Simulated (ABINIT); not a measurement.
## A GW chain in ABINIT: SrTiO3 (Tausonite)

How does a plane-wave GW calculation on SrTiO3 (Tausonite) run from the first input to the gap?

Main program and level: ABINIT 10.8.3; PBE and many-body steps on it, plane waves.

**What was measured.**

- Gap 3.77 eV: direct gap (M0 critical point); spectroscopic ellipsometry, second-derivative fit; 300 K; bulk crystal (commercial single crystal) (“Optical probe of ferroelectric order in bulk and thin film perovskite titanates”, 2013, arxiv:1309.1245).

Most raw output is cut from this account.

## 1. The starting structure

It takes space group Pm-3m (No. 221, cubic). The conventional cell has a = 3.905 Å, b = 3.905 Å, c = 3.905 Å, α = 90.00°, β = 90.00°, γ = 90.00°. Nearest to Sr lie 12 O at 2.76 Å. Ti has 6 O at 1.95 Å nearest. Nearest to O lie 2 Ti at 1.95 Å and 4 Sr at 2.76 Å. Farther neighbours and most contacts between anions are not listed.

The cell and positions come from the Crystallography Open Database and are kept as given unless a step says otherwise.

## 2. Ground state

This step: ABINIT 10.8.3; DFT, PBE, plane waves, norm-conserving pseudopotentials.

The ground-state density comes first.

run.abi reads:

```
acell 3*1.0 Angstrom
rprim 
  3.905280000000 0.000000000000 0.000000000000
  0.000000000000 3.905280000000 0.000000000000
  0.000000000000 0.000000000000 3.905280000000
ntypat 3
znucl 38 22 8
natom 5
typat 1 2 3 3 3
xred 
  0.500000000000 0.500000000000 0.500000000000
  0.000000000000 0.000000000000 0.000000000000
  0.500000000000 0.000000000000 0.000000000000
  0.000000000000 0.500000000000 0.000000000000
  0.000000000000 0.000000000000 0.500000000000
pp_dirpath "pseudos"
pseudos "Sr.upf, Ti.upf, O.upf"
ecut 38
ngkpt 6 6 6
nshiftk 1
shiftk 0 0 0
kptopt 1
chksymbreak 0
nband 26
occopt 1
tolvrs 1e-10
nstep 60
prtwf 0
indata_prefix "in"
outdata_prefix "out"
tmpdata_prefix "tmp"
```

Command:

```bash
$ OMP_NUM_THREADS=1 mpirun -n 4 abinit run.abi > log
```

Wall time 32 s (4 MPI ranks of Arm Neoverse V2, shared host); peak memory 0.34 GiB; 2.1 min of CPU time.

This step gave:

```
total energy               : -3905.9454 eV
gap                        : 1.908 eV
k of the valence top       : 0.5, 0.5, 0.5
k of the conduction bottom : 0, 0, 0
least direct gap           : 2.263 eV
pressure                   : 3.441 GPa
```

The gap is indirect, with the least direct gap 0.36 eV higher.

The cutoff was set for levels, not for stress, so the pressure can be off by some GPa.

## 3. Empty states on the mesh, 4×4×4 mesh, 184 bands

The sums over transitions need many empty states on a uniform mesh; this step solves for them.

run.abi, as its differences from that of step 2:

```diff
@@ -18,3 +18,3 @@
 ecut 38
-ngkpt 6 6 6
+ngkpt 4 4 4
 nshiftk 1
@@ -23,7 +23,10 @@
 chksymbreak 0
-nband 26
+irdden 1
+istwfk *1
+nband 184
+prtvol 0
+optdriver 6
+gwr_task "HDIAGO"
+paral_kgb 0
 occopt 1
-tolvrs 1e-10
-nstep 60
-prtwf 0
 indata_prefix "in"
```

The job ended after 2.8 min (4 MPI ranks; peak memory 4.6 GiB; 11 min of CPU time).

Numbers from this step:

```
gap                                                           : 1.908 eV
k of the valence top                                          : 0.5, 0.5, 0.5
k of the conduction bottom                                    : 0, 0, 0
least direct gap                                              : 2.263 eV
k points computed                                             : 10
lowest point of the top converged band, above the valence top : 95.6501 eV
```

On this mesh the gap is 1.908 eV.

## 4. Screening, 4×4×4 mesh, 176 bands, screening to 163.3 eV

The RPA dielectric matrix is built and inverted for each q.

This step: RPA screening on PBE, plane waves, norm-conserving pseudopotentials.

run.abi, as its differences from that of step 3:

```diff
@@ -23,10 +23,11 @@
 chksymbreak 0
-irdden 1
 istwfk *1
-nband 184
-prtvol 0
-optdriver 6
-gwr_task "HDIAGO"
-paral_kgb 0
 occopt 1
+irdwfk 1
+optdriver 3
+nband 176
+ecuteps 6
+inclvkb 2
+awtr 1
+symchi 1
 indata_prefix "in"
```

Elapsed: 1.8 min, on 4 MPI ranks; peak memory 1.6 GiB; 7.1 min of CPU time.

Numbers from this step:

- ε∞ with local fields, on this mesh, along the program's q direction: 6.404
- the same without local fields: 6.775
- plasma frequency: 30.43 eV
- plane waves in the screening matrix: 257

Local fields lower ε∞ by 5 %. On a Γ-centred mesh this coarse the value itself is usually too large, while a short band sum pulls it down.

## 5. Self-energy, 4×4×4 mesh, 176 bands, screening to 163.3 eV

The self-energy is evaluated for the states that the input lists, and the levels follow from it, in one-shot runs by the linearised quasiparticle equation.

This step: G0W0 on PBE, plane waves, norm-conserving pseudopotentials.

run.abi, as its differences from that of step 4:

```diff
@@ -26,8 +26,17 @@
 irdwfk 1
-optdriver 3
+optdriver 4
 nband 176
+gwcalctyp 0
+ecutsigx 38
+symsigma 1
+nkptgw 2
+kptgw 
+  0.5000000000 0.5000000000 0.5000000000
+  0.0000000000 0.0000000000 0.0000000000
+bdgw 
+  18 23
+  18 23
 ecuteps 6
-inclvkb 2
-awtr 1
-symchi 1
+irdscr 1
+ppmodel 1
 indata_prefix "in"
```

Wall time 18 s (4 MPI ranks); peak memory 1.4 GiB.

Numbers from this step:

```yaml
g0w0_gap_on_the_points_computed: 3.471 eV
starting_gap_on_the_mesh: 1.908 eV
k_of_the_valence_top: 0.5, 0.5, 0.5
k_of_the_conduction_bottom: 0, 0, 0
z_at_the_valence_top: 0.769
z_at_the_conduction_bottom: 0.782
least_direct_g0w0_gap_on_the_computed_points: 3.837 eV
```

The gap on the mesh goes from 1.91 eV to 3.47 eV, a correction of +1.56 eV.

Limits: finite bands, cutoff and mesh; no spin-orbit coupling; coarse k mesh. v1 is the top filled band, c1 the lowest empty one. Levels before and after the correction, in eV, zero at the valence-band top of each column:

```csv
,conduction bottom,valence top
Kohn-Sham,1.91,0.00
G0W0,3.47,0.00
```

```csv
,level,energy (eV)
Kohn-Sham,(0.5 0.5 0.5) v3-v1,0.000
Kohn-Sham,(0.5 0.5 0.5) c1-c3,4.517
Kohn-Sham,Γ v3-v1,-0.355
Kohn-Sham,Γ c1-c3,1.908
G0W0,(0.5 0.5 0.5) v3-v1,0.000
G0W0,(0.5 0.5 0.5) c1-c3,6.394
G0W0,Γ v3-v1,-0.366
G0W0,Γ c1-c3,3.471
```

## 6. Where the time went

Times are wall times on 4 MPI ranks of Arm Neoverse V2, shared host, good to a factor of about two.

```csv
step,time,share,memory (GiB)
ground state,32 s,10 %,0.34
empty states on the mesh,2.8 min,52 %,4.6
screening,1.8 min,33 %,1.6
self-energy,18 s,5 %,1.4
```

## 7. Outcome

| Property | Result |
| --- | --- |
| PBE gap | 1.91 eV, indirect |
| G0W0 gap on the mesh | 3.47 eV |
| GW settings | 4×4×4 mesh, 176 bands, screening to 163.3 eV, Godby-Needs plasmon pole |
| known limits | not at the basis limit; no spin-orbit coupling; coarse k mesh |

G0W0 moves the gap on the mesh from 1.91 eV to 3.47 eV (+1.56 eV), with Z of 0.77 and 0.78 at the edges. Local fields lower the RPA ε∞ on this mesh from 6.77 to 6.40; a Γ-centred mesh this coarse tends to raise both, most where the direct gap is narrow, while a short band sum lowers them. Only 2 of the mesh's irreducible points were corrected, so a valley elsewhere could overtake. The dearest step here is «empty states on the mesh». Against experiment, by G0W0@PBE: the direct gap of 3.84 eV lies +0.07 eV from the measured 3.77 eV (direct, 300 K, 2013). An exciton line or allowed optical edge lies below the quasiparticle gap by the binding energy; a forbidden edge can push the onset above it. The calculation has static nuclei and no excitons; a measured gap holds zero-point and thermal motion, which mostly lowers it. Bands and cutoff are finite, so the gap is not at the basis limit. The miss can reach some tenths of an eV and take either sign; the mesh is an error of its own. In the G0W0 run levels were corrected at 2 k points alone, so a gap called «on the mesh» is the least over those, and an edge elsewhere would be missed. The 4×4×4 mesh is coarse for this cell, which bears on the long-range parts of exchange and screening. This is the ideal cubic cell; many perovskites, halides above all, are cubic only on average, and local tilts or off-centring can widen the gap. The many-body steps are scalar-relativistic: spin-orbit coupling is not in them.

[Paths, hosts, dates, memory and timing lines, banners, echoed tables and standing remarks are left out of the program output.]

[Logs are printed without paths, hosts, clocks, repeated set-up lines and the standing remarks that a program may print on its own settings, such as how far it seeks lower states.]

[Runs of the session that timed out or met a known fault of the program may be left out.]

[Hosts, paths, dates, database ids (printed as entryN), source tags and the programs' standing remarks are cut or masked in the printed files.]

[G0W0 gaps are taken among the corrected bands and points alone; a level outside them can change the order at an edge.]

[Where Ansatz stands beside ABINIT at settings called matched, ABINIT's density can come from a denser mesh and the files from another edition; pairs whose starting gaps differed by over 0.03 eV were left out, so agreement reads better than it is.]
